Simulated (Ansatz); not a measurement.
# RbMoF3 (cubic perovskite) (Pm-3m): how robust is the cRPA U?

What does U in RbMoF3 (cubic perovskite) (Pm-3m) depend on besides the window?

Main program and level: Ansatz 0.2.0; constrained RPA on LDA, plane waves, PAW.

The structure was built from a prototype and need not be the compound's stable phase.

## 1. Starting point

Symmetry: Pm-3m, No. 221, cubic system. The conventional cell has a = 4.157 Å, b = 4.157 Å, c = 4.157 Å, α = 90.00°, β = 90.00°, γ = 90.00°. Rb has 12 F at 2.94 Å nearest. Mo has 6 F at 2.08 Å nearest. Nearest to F lie 2 Mo at 2.08 Å and 4 Rb at 2.94 Å. Farther neighbours and most contacts between anions are not listed.

The structure was relaxed with LDA. The structure type comes from a generator and need not be one that this composition takes. The structure was generated from a model, not taken from a measurement. The runs that relaxed it are not among those shown. The program's search for lower electronic states was switched off, so nothing shows that the state found is the lowest. The default PAW set here is soft_2. Its files were made with PBE.

## 2. Base: Mo t2g, bands v2 to c1, 4×4×4 mesh, medium accuracy

Constrained RPA screens the interaction with every transition except those inside the target bands, which a later many-body model would treat itself.

Input file input.yaml:

```yaml
crystal:
  lattice:
    - [-4.1568154, 0.0, 0.0]
    - [0.0, 0.0, -4.1568154]
    - [0.0, -4.1568154, 0.0]
  atoms:
    - { symbol: Rb, position: [0.0, 0.0, 0.0] }
    - { symbol: Mo, position: [0.5, 0.5, 0.5] }
    - { symbol: F, position: [0.5, 0.5, 0.0] }
    - { symbol: F, position: [0.5, 0.0, 0.5] }
    - { symbol: F, position: [0.0, 0.5, 0.5] }
kpoints:
  mp_grid: { grid: [6, 6, 6] }
hamiltonian:
  xc: lda
scf:
  occupations: { method: gaussian, width: 0.08 }
  n_extra_bands: 19
  max_iter: 150
  lower_state_search: "off"
output:
  crpa:
    kmesh: [4, 4, 4]
    target_bands: [v2, c1]
    projections: [{ species: Mo, l: d, shell: 4, orbitals: [dxz, dyz, dxy] }]
  local_orbitals:
    kmesh: [8, 8, 8]
    orbitals: [{ species: Mo, l: d, shell: 4, orbitals: [dxz, dyz, dxy] }]
    window: { bands: [v2, c1] }
    seedname: lo
```

Launch:

```bash
> ansatz run input.yaml --threads 4 --pin off --max-ram 9216MiB --backend cpu --events-out ev --progress --plain --runs-dir out
```

Numbers of over 12 decimals in the logs are rounded to 6 here.

Output:

```text
scf.n_extra_bands = 19 over 22 filled bands (N_el = 44.0): the run solves 41 bands
Engine: ansatz 0.2.0, aarch64-unknown-linux-gnu
Pseudopotentials: kind: paw
Pseudopotential: Rb, paw, valence charge 9, recommended cutoff 420 eV (normal), Rb.paw.azcp
Pseudopotential: Mo, paw, valence charge 14, recommended cutoff 420 eV (normal), Mo.paw.azcp
Pseudopotential: F, paw, valence charge 7, recommended cutoff 420 eV (normal), F.paw.azcp
Functional definition: SPW92
  exchange = slater_x
  correlation = pw_c
Crystal: 5 atoms, lattice volume = 71.826 Å³
Basis set: ecut = 420 eV, 1365 PW (Γ)
Bands: 41, of which v1, the nominal top of the filled ones, is band 22 counted from 1 (21 counted from 0)
Symmetry: 48 space group operations
Space group: Pm-3m (ITA 221), of the structure as read, at distance tolerance 4.2e-5 Å
k-points: 20 of 216
Non-local potential: Rb, projectors of the file, l = 0: 3, l = 1: 2, l = 2: 2
Non-local potential: Mo, projectors of the file, l = 0: 3, l = 1: 2, l = 2: 2, l = 3: 1
Non-local potential: F, projectors of the file, l = 0: 2, l = 1: 2, l = 2: 1
PAW form: soft (Blöchl's): semilocal exchange-correlation on the pseudo side does not see the compensation charge
PAW frozen core: Rb, regenerated for the run's functional, and the local potential with it (the file was generated under x = pbe(κ = 0.804, μ = 0.219515), c = pbe(β = 0.066725))
PAW frozen core: Mo, regenerated for the run's functional, and the local potential with it (the file was generated under x = pbe(κ = 0.804, μ = 0.219515), c = pbe(β = 0.066725))
PAW frozen core: F, regenerated for the run's functional, and the local potential with it (the file was generated under x = pbe(κ = 0.804, μ = 0.219515), c = pbe(β = 0.066725))
PAW one-centre angular grid: Rb, 110 points (default); XC on 64 Gauss nodes
PAW one-centre angular grid: Mo, 590 points (default); XC on 64 Gauss nodes
PAW one-centre angular grid: F, 110 points (default); XC on 64 Gauss nodes
Initial density: superposition of atomic densities (neutral atoms: chi_scale 0, normalization atom), corrected by the library's trained network
Initial wavefunctions: pseudopotential atomic-orbital guess
Functional: x = slater, c = lda
SCF iter   1: F=—  HF=-10395.789309 eV  |F-HF|=—  |Δ(HF+E_count)|=         —  Δρ=1.83e-2  dr2=1.60e-1  ethr=1.77e-3  ⟨swp⟩=6.0  Hψ=3880  notcnv=0  defer=125
preconditioner: auto → LDOS  [insulator: Δε(μ)=0.140 eV  Ē_g=16.598 eV  σ=0.080 eV  W_gap=0.62  n_scr=18 (ndim 8)  ℏωp=23.2 eV  f_vac=0.037  D(μ)=3.62/eV (n_scr^D=26)  ε∞_Penn≈3.0  β→1.0]
SCF iter   2: F=—  HF=-10395.750820 eV  |F-HF|=—  |Δ(HF+E_count)|=   3.85e-2  Δρ=7.97e-3  dr2=2.16e-2  ethr=3.65e-4  ⟨swp⟩=2.0  Hψ=1472  notcnv=0  defer=217
[...]
SCF iter   7: F=-10395.743672 eV  HF=-10395.743672 eV  |F-HF|=5.94e-9  |Δ(HF+E_count)|=   5.70e-7  Δρ=5.15e-6  dr2=1.60e-8  ethr=2.27e-10  ⟨swp⟩=9.1  Hψ=4174  notcnv=0
SCF 1 converged in 7 iterations: F = -10395.743672 eV  dr2 = 1.60e-8
[...]
NSCF: frozen V_eff on 38 k-points
NSCF: frozen V_eff on 10 k-points
[...]
cRPA screening: q 1/64
cRPA screening: q 2/64
cRPA screening: q 8/64 (q-point 3)
cRPA screening: q 11/64 (q-point 6)
cRPA screening: q 23/64 (q-point 7)
cRPA screening: q 35/64 (q-point 11)
cRPA screening: q 38/64 (q-point 22)
cRPA screening: q 46/64 (q-point 23)
cRPA screening: q 58/64 (q-point 27)
cRPA screening: q 64/64 (q-point 43)
SCF converged after 7 iterations
Free energy (F): -10395.743672 eV
Harris-Foulkes:  -10395.743672 eV  (|F-HF|=5.94e-9)
Internal energy: -10395.732050 eV  (E = F + TS)
E sigma→0 (E₀):  -10395.737861 eV
Entropy (-TS):   -0.011622 eV (-2.324 meV/atom)
Fermi energy:    11.375572 eV
--- Per-component energies (eV) ---
  E_band       = -282.312669
  E_kinetic    = 1255.295475
  E_local      = -3518.589674  (includes V_loc(G=0)·N_el)
  E_nonlocal   = 557.361012
  E_hartree    = 1240.159260
  E_xc         = -544.603203
  E_vxc        = -666.852442  (∫ρ·V_xc dr)
  E_paw        = -6177.012585  (= ΣΔE_a)
  E_vpaw       = -389.851798  (= ΣTr[D̂ρ^β])
  E_aug_tail   = 0.006010  (compensation charges beyond the density's cutoff)
  E_ewald      = -3209.432176
  E_core_change = 1.083831  (= ΣΔE_core)
  E_smearing   = -0.011622  (= −TS)
  E_closure    = 0.000000  (closes the sum)
  Σ components = -10395.743672   (vs F -10395.743672, Δ=0.00e0)
--- Band table (eV; the first three rows and the last of 20) ---
  k-point 0: bands = [... 18 lower, 3.9049, 3.9049, 10.0616, 10.0616, 10.0616, 11.6767, 12.0803, 12.0803, ... 15 higher]
  k-point 1: bands = [... 18 lower, 3.8351, 3.8351, 10.0960, 10.3518, 10.3518, 12.1093, 12.1228, 12.6406, ... 15 higher]
  k-point 2: bands = [... 18 lower, 3.7076, 3.7076, 10.1672, 10.9474, 10.9474, 12.1943, 12.9329, 13.6821, ... 15 higher]
  k-point 19: bands = [... 18 lower, 4.2031, 4.2031, 12.0987, 12.0987, 12.0987, 14.7382, 14.7382, 14.7382, ... 15 higher]
--- cRPA (band scheme, projected local orbitals): target bands 21..23 (1-based), 3 Wannier function(s), 4×4×4 mesh, 46 bands' worth read of 51 solved, ecut_chi 136.0 eV, v(q+G=0) probe_charge, pair densities all_electron ---
  bands read: the sum over 46 bands ends inside a degenerate multiplet in 10 slots, whose members it reads at an even weight; the widest, k=0: bands 45 to 47 (counted from 1) at 2/3 each
  χ-basis size per q: N_G = 251..280
  window electrons = 4.0000, filled by tetrahedron_uncorrected; constrained ε̄⁻¹(q = 0, 0) head = 0.338180; min gauge Gram eig = 0.8011
  Kanamori averages over each shell's own Wannier functions (sites counted from 0, functions from 1):
    Site 1, 4D, 3 of 5 d orbitals (Wannier functions 1, 2, 3; wannier90's mr 2, 3, 5):
      screened: U = 4.9214 eV, U' = 4.1737 eV, J = 0.3562 eV
      screened, to within: U = 8.6e-3 eV, U' = 8.6e-3 eV, J = 7.3e-4 eV
      bare: V = 12.9800 eV, V' = 11.9568 eV, J = 0.5082 eV
  Hermiticity witness max|P − P†| over intra, direct and exchange elements: 3.55e-15 eV (screened), 1.36e-19 eV (bare)
  Reality witness max|Im| over intra, direct and exchange elements: 1.16e-19 eV (screened), 6.80e-20 eV (bare)
```

Wall time 28 s (4 threads of Arm Neoverse V2, shared host); peak memory 0.55 GiB; 1.7 min of CPU time.

Reading the cycles: dr2 is the Hartree energy of the density residual (eV), the measure of convergence; HF is the Harris–Foulkes estimate of the energy, which meets the free energy F at convergence.

Numbers from this step:

```
U                                                 : 4.921 eV
U prime (inter-orbital)                           : 4.174 eV
J                                                 : 0.3562 eV
bare V                                            : 12.98 eV
bare J                                            : 0.5082 eV
stated bound on U                                 : 0.008561 eV
U over bare V                                     : 0.3792
electrons in the window                           : 4.000
head of the constrained inverse dielectric matrix : 0.3382
least eigenvalue of the projection's overlap      : 0.8011
target functions                                  : 3
bands in the sums                                 : 46
r.m.s. miss of the model bands                    : 1.09e-4 eV
width of the target bands                         : 2.037 eV
weight of the projected orbitals in the window    : 0.8856
```

On the Mo t2g shell, screening brings the on-site interaction from 13.0 eV down to U = 4.92 eV.

## 3. Changed: 2×2×2 mesh

input.yaml, the sections that differ from step 2:

```yaml
output:
  crpa:
    kmesh: [2, 2, 2]
    target_bands: [v2, c1]
    projections: [{ species: Mo, l: d, shell: 4, orbitals: [dxz, dyz, dxy] }]
# crystal, kpoints, hamiltonian, scf: as in step 2
```

Output:

```text
[...]
Crystal: 5 atoms, lattice volume = 71.826 Å³
Basis set: ecut = 420 eV, 1365 PW (Γ)
Bands: 41, of which v1, the nominal top of the filled ones, is band 22 counted from 1 (21 counted from 0)
Symmetry: 48 space group operations
[...]
k-points: 20 of 216
[...]
SCF iter   1: F=—  HF=-10395.789309 eV  |F-HF|=—  |Δ(HF+E_count)|=         —  Δρ=1.83e-2  dr2=1.60e-1  ethr=1.77e-3  ⟨swp⟩=6.0  Hψ=3880  notcnv=0  defer=125
[...]
SCF iter   7: F=-10395.743672 eV  HF=-10395.743672 eV  |F-HF|=5.94e-9  |Δ(HF+E_count)|=   5.70e-7  Δρ=5.15e-6  dr2=1.60e-8  ethr=2.27e-10  ⟨swp⟩=9.1  Hψ=4174  notcnv=0
SCF 1 converged in 7 iterations: F = -10395.743672 eV  dr2 = 1.60e-8
[...]
NSCF: frozen V_eff on 4 k-points
[...]
cRPA screening: q 1/8
cRPA screening: q 2/8
cRPA screening: q 5/8 (q-point 4)
cRPA screening: q 8/8
SCF converged after 7 iterations
Free energy (F): -10395.743672 eV
[...]
Internal energy: -10395.732050 eV  (E = F + TS)
E sigma→0 (E₀):  -10395.737861 eV
Entropy (-TS):   -0.011622 eV (-2.324 meV/atom)
Fermi energy:    11.375572 eV
[...]
--- Band table (eV; the first three rows and the last of 20) ---
  k-point 0: bands = [... 18 lower, 3.9049, 3.9049, 10.0616, 10.0616, 10.0616, 11.6767, 12.0803, 12.0803, ... 15 higher]
  k-point 1: bands = [... 18 lower, 3.8351, 3.8351, 10.0960, 10.3518, 10.3518, 12.1093, 12.1228, 12.6406, ... 15 higher]
  k-point 2: bands = [... 18 lower, 3.7076, 3.7076, 10.1672, 10.9474, 10.9474, 12.1943, 12.9329, 13.6821, ... 15 higher]
  k-point 19: bands = [... 18 lower, 4.2031, 4.2031, 12.0987, 12.0987, 12.0987, 14.7382, 14.7382, 14.7382, ... 15 higher]
[...]
χ-basis size per q: N_G = 251..280
[...]
Site 1, 4D, 3 of 5 d orbitals (Wannier functions 1, 2, 3; wannier90's mr 2, 3, 5):
      screened: U = 5.1460 eV, U' = 4.3799 eV, J = 0.3575 eV
      screened, to within: U = 8.1e-3 eV, U' = 8.1e-3 eV, J = 7.1e-4 eV
      bare: V = 13.2637 eV, V' = 12.2227 eV, J = 0.5143 eV
[...]
```

Run time: 4.4 s. Hardware: 4 threads; peak memory 0.47 GiB; 15 s of CPU time.

Numbers from this step:

* U: 5.146 eV
* U prime (inter-orbital): 4.380 eV
* J: 0.3575 eV
* bare V: 13.26 eV
* bare J: 0.5143 eV
* stated bound on U: 0.008058 eV
* U over bare V: 0.3880
* electrons in the window: 4.000
* head of the constrained inverse dielectric matrix: 0.3170
* least eigenvalue of the projection's overlap: 0.8011
* target functions: 3
* bands in the sums: 46
* width of the target bands: 2.037 eV
* weight of the projected orbitals in the window: 0.8856

On the Mo t2g shell, screening brings the on-site interaction from 13.3 eV down to U = 5.15 eV.

## 4. Changed: 6×6×6 mesh

input.yaml: that of step 3 with these lines changed.

```diff
@@ -22,3 +22,3 @@
   crpa:
-    kmesh: [2, 2, 2]
+    kmesh: [6, 6, 6]
     target_bands: [v2, c1]
```

Output:

```text
[...]
Crystal: 5 atoms, lattice volume = 71.826 Å³
Basis set: ecut = 420 eV, 1365 PW (Γ)
Bands: 41, of which v1, the nominal top of the filled ones, is band 22 counted from 1 (21 counted from 0)
Symmetry: 48 space group operations
[...]
k-points: 20 of 216
[...]
k-point 19: bands = [... 18 lower, 4.2031, 4.2031, 12.0987, 12.0987, 12.0987, 14.7382, 14.7382, 14.7382, ... 15 higher]
[...]
χ-basis size per q: N_G = 250..280
[...]
Site 1, 4D, 3 of 5 d orbitals (Wannier functions 1, 2, 3; wannier90's mr 2, 3, 5):
      screened: U = 4.9306 eV, U' = 4.1833 eV, J = 0.3564 eV
      screened, to within: U = 8.8e-3 eV, U' = 8.8e-3 eV, J = 7.2e-4 eV
      bare: V = 12.9594 eV, V' = 11.9368 eV, J = 0.5080 eV
[...]
[key lines of the parts left out:]
SCF converged after 7 iterations
Free energy (F): -10395.743672 eV
Fermi energy:    11.375572 eV
```

Wall time 2.5 min (4 threads); peak memory 0.77 GiB; 9.7 min of CPU time.

This step gave:

```yaml
u: 4.931 eV
u_prime_inter_orbital: 4.183 eV
j: 0.3564 eV
bare_v: 12.96 eV
bare_j: 0.5080 eV
stated_bound_on_u: 0.008713 eV
u_over_bare_v: 0.3805
electrons_in_the_window: 4.000
head_of_the_constrained_inverse_dielectric_matrix: 0.3416
least_eigenvalue_of_the_projection_s_overlap: 0.8011
target_functions: 3
bands_in_the_sums: 46
width_of_the_target_bands: 2.037 eV
weight_of_the_projected_orbitals_in_the_window: 0.8856
```

On the Mo t2g shell, screening brings the on-site interaction from 13.0 eV down to U = 4.93 eV.

## 5. Changed: smooth pair densities

input.yaml: that of step 4 with these lines changed.

```diff
@@ -22,4 +22,5 @@
   crpa:
-    kmesh: [6, 6, 6]
+    kmesh: [4, 4, 4]
     target_bands: [v2, c1]
     projections: [{ species: Mo, l: d, shell: 4, orbitals: [dxz, dyz, dxy] }]
+    pair_densities: pseudo
```

Output:

```text
[...]
Crystal: 5 atoms, lattice volume = 71.826 Å³
Basis set: ecut = 420 eV, 1365 PW (Γ)
Bands: 41, of which v1, the nominal top of the filled ones, is band 22 counted from 1 (21 counted from 0)
Symmetry: 48 space group operations
[...]
k-points: 20 of 216
[...]
χ-basis size per q: N_G = 251..280
[...]
Site 1, 4D, 3 of 5 d orbitals (Wannier functions 1, 2, 3; wannier90's mr 2, 3, 5):
      screened: U = 4.9321 eV, U' = 4.1740 eV, J = 0.3611 eV
      screened, to within: U = 7.6e-3 eV, U' = 7.6e-3 eV, J = 4.2e-4 eV
      screened, sum over states alone: U = 5.2830 eV, U' = 4.3798 eV, J = 0.4013 eV
      bare: V = 12.9800 eV, V' = 11.9568 eV, J = 0.5082 eV
[...]
[key lines of the parts left out:]
SCF converged after 7 iterations
Free energy (F): -10395.743672 eV
Fermi energy:    11.375572 eV
```

It took 23 s on 4 threads; peak memory 0.48 GiB; 89 s of CPU time.

This step gave:

```yaml
u: 4.932 eV
u_prime_inter_orbital: 4.174 eV
j: 0.3611 eV
bare_v: 12.98 eV
bare_j: 0.5082 eV
stated_bound_on_u: 0.007509 eV
u_over_bare_v: 0.3800
electrons_in_the_window: 4.000
head_of_the_constrained_inverse_dielectric_matrix: 0.3384
least_eigenvalue_of_the_projection_s_overlap: 0.8011
target_functions: 3
bands_in_the_sums: 46
width_of_the_target_bands: 2.037 eV
weight_of_the_projected_orbitals_in_the_window: 0.8856
```

On the Mo t2g shell, screening brings the on-site interaction from 13.0 eV down to U = 4.93 eV.

## 6. Changed: accuracy high

input.yaml: that of step 5 with these lines changed.

```diff
@@ -25,2 +25,2 @@
     projections: [{ species: Mo, l: d, shell: 4, orbitals: [dxz, dyz, dxy] }]
-    pair_densities: pseudo
+    accuracy: high
```

Output:

```text
[...]
Crystal: 5 atoms, lattice volume = 71.826 Å³
Basis set: ecut = 420 eV, 1365 PW (Γ)
Bands: 41, of which v1, the nominal top of the filled ones, is band 22 counted from 1 (21 counted from 0)
Symmetry: 48 space group operations
[...]
k-points: 20 of 216
[...]
k-point 19: bands = [... 18 lower, 4.2031, 4.2031, 12.0987, 12.0987, 12.0987, 14.7382, 14.7382, 14.7382, ... 15 higher]
[...]
χ-basis size per q: N_G = 251..280
[...]
Site 1, 4D, 3 of 5 d orbitals (Wannier functions 1, 2, 3; wannier90's mr 2, 3, 5):
      screened: U = 4.9231 eV, U' = 4.1751 eV, J = 0.3564 eV
      screened, to within: U = 1.4e-3 eV, U' = 1.4e-3 eV, J = 8.0e-5 eV
      bare: V = 12.9800 eV, V' = 11.9568 eV, J = 0.5082 eV
[...]
[key lines of the parts left out:]
SCF converged after 7 iterations
Free energy (F): -10395.743672 eV
Fermi energy:    11.375572 eV
```

Elapsed: 42 s, on 4 threads; peak memory 0.63 GiB; 2.6 min of CPU time.

This step gave:

```
U                                                 : 4.923 eV
U prime (inter-orbital)                           : 4.175 eV
J                                                 : 0.3564 eV
bare V                                            : 12.98 eV
bare J                                            : 0.5082 eV
stated bound on U                                 : 0.001358 eV
U over bare V                                     : 0.3793
electrons in the window                           : 4.000
head of the constrained inverse dielectric matrix : 0.3382
least eigenvalue of the projection's overlap      : 0.8011
target functions                                  : 3
bands in the sums                                 : 46
width of the target bands                         : 2.037 eV
weight of the projected orbitals in the window    : 0.8856
```

On the Mo t2g shell, screening brings the on-site interaction from 13.0 eV down to U = 4.92 eV.

(Part 1 of 2 ends here.)

[Paths, hosts, dates, memory and timing lines, banners, echoed tables and standing remarks are left out of the program output.]

[Logs are printed without paths, hosts, clocks, repeated set-up lines and the standing remarks that a program may print on its own settings, such as how far it seeks lower states.]

[Runs of the session that timed out or met a known fault of the program may be left out.]

[Hosts, paths, dates, database ids (printed as entryN), source tags and the programs' standing remarks are cut or masked in the printed files.]
